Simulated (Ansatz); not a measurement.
# Phonon-limited resistivity of CmAs (Fm-3m)

The plan: relax CmAs (Fm-3m), check its phonons, and, if the lattice is stable, compute its Eliashberg function and ρ(T).

Main program and level: Ansatz 0.2.0; DFT PBE, scalar-relativistic, plane waves, PAW.

## Step 1: The starting structure

Symmetry: Fm-3m, No. 225, cubic system. Conventional cell: a = 5.901 Å, b = 5.901 Å, c = 5.901 Å, α = 90.00°, β = 90.00°, γ = 90.00°. Nearest to Cm lie 6 As at 2.95 Å. Nearest to As lie 6 Cm at 2.95 Å. Farther neighbours are not listed.

## Step 2: Ground state at the measured cell

The cubic cell is held at the measured volume, so this step is a single point, with the mesh and smearing of its input.

Input file input.yaml:

```yaml
crystal:
  lattice:
    - [0.0, 2.9505, 2.9505]
    - [2.9505, 0.0, 2.9505]
    - [2.9505, 2.9505, 0.0]
  atoms:
    - { symbol: Cm, position: [0.5, 0.5, 0.5], spin: 7.37 }
    - { symbol: As, position: [0.0, 0.0, 0.0] }
kpoints:
  mp_grid: { grid: [8, 8, 8] }
hamiltonian:
  xc: pbe
scf:
  occupations: { method: gaussian, width: 0.1 }
output:
  forces: true
  stress: true
  eigenvalues: true
  populations: true
magnetization:
  spin_polarized: true
```

Launch:

```bash
$ ansatz run input.yaml --threads 8 --pin off --max-ram 20480MiB --backend cpu --events-out ev --progress --plain --runs-dir out
```

Planned after this: single point at the fixed cell; phonons: q 2×2×2, k 4×4×4; coupling and resistivity: q 2×2×2, k 4×4×4, scattering 8×8×8; coupling and resistivity: q 2×2×2, k 6×6×6, scattering 12×12×12; couplings from displaced supercells: RPBE at the same cell; coupling and resistivity: other temperatures, phonons by Fourier interpolation alone; electron–phonon run: q 3×3×3, k 9×9×9, scattering 12×12×12; all runs side by side. Settings of the main run: cutoff 420 eV, 9×9×9 k-mesh, Gaussian occupations, smearing width 0.15 eV, collinear spin, 12×12×12 scattering mesh, masses initial Cm: 247.07 amu, 3×3×3 q-mesh, starting moments 7.37 0 μB.

In doubt: an open 5f shell, unless half filled, can sit in one of many states (in some of the runs), so energies may not be the lowest and differences between runs may mislead.

What does the calculation give for the change between its two finest scattering meshes?

The masses differ by a factor of 3.3 (Cm against As): the 3 top branches, three for each As, split off, and on this path no mode lies between 122 and 145 cm⁻¹. On the last rung that gave a resistivity at the base settings (q 3×3×3, k 9×9×9, scattering 12×12×12), CmAs (Fm-3m) has λ = 0.11 and a phonon-limited resistivity of 33.8 μΩ cm at 300 K. The coupling is weak (λ = 0.11), so phonons raise the electrons' mass at the Fermi surface by about 11 % in the mean of the spin channels, weighted by their densities of states, if this value holds on finer meshes.

- run: PBE, q 3×3×3, k 9×9×9, scattering 12×12×12
- coupling constant λ: spin up: 0.154; spin down: 0.0415
- log mean phonon energy ħω_log: spin up: 14.2 meV; spin down: 10.5 meV
- resistivity at 300 K: 33.8 μΩ cm
- Drude plasma energy: spin up: 1.80 eV; spin down: 0.816 eV
- resistivity times mean free path: 71.3 × 10⁻¹⁶ Ω m²
- change between its two finest scattering meshes: λ 61 %, resistivity at 300 K 24 %

By the run's own test λ moves by 61 % between the two scattering meshes. Values of ρ(T) under 50 K rest on the softest modes, mostly interpolated ones, and are the least sure of the table. The three lowest branches give 34 % of λ. By the run's own test, which takes the component that moves most, the resistivity at 300 K moves by 24 % between its two finest scattering meshes, so it is not converged. In the run quoted no mode is imaginary at the wavevectors of the 3×3×3 mesh; wavevectors off that mesh are interpolated. Only scattering by harmonic phonons counts; impurities, grain boundaries, magnons and spin disorder and thermal expansion are left out. The magnetic order is the one started from and need not be the ground state. Spin–orbit coupling, left out here, matters for Cm. The volume is held at the measured value, where the last Ansatz ground state gives a pressure of 0.99 GPa. The open f shell is treated with a semilocal functional and no U, which puts f states too near the Fermi level; the electronic state may not be the lowest.

[Logs are printed without paths, hosts, clocks, repeated set-up lines and the standing remarks that a program may print on its own settings, such as how far it seeks lower states.]

[Hosts, paths, dates, database ids (printed as entryN), source tags and the programs' standing remarks are cut or masked in the printed files.]
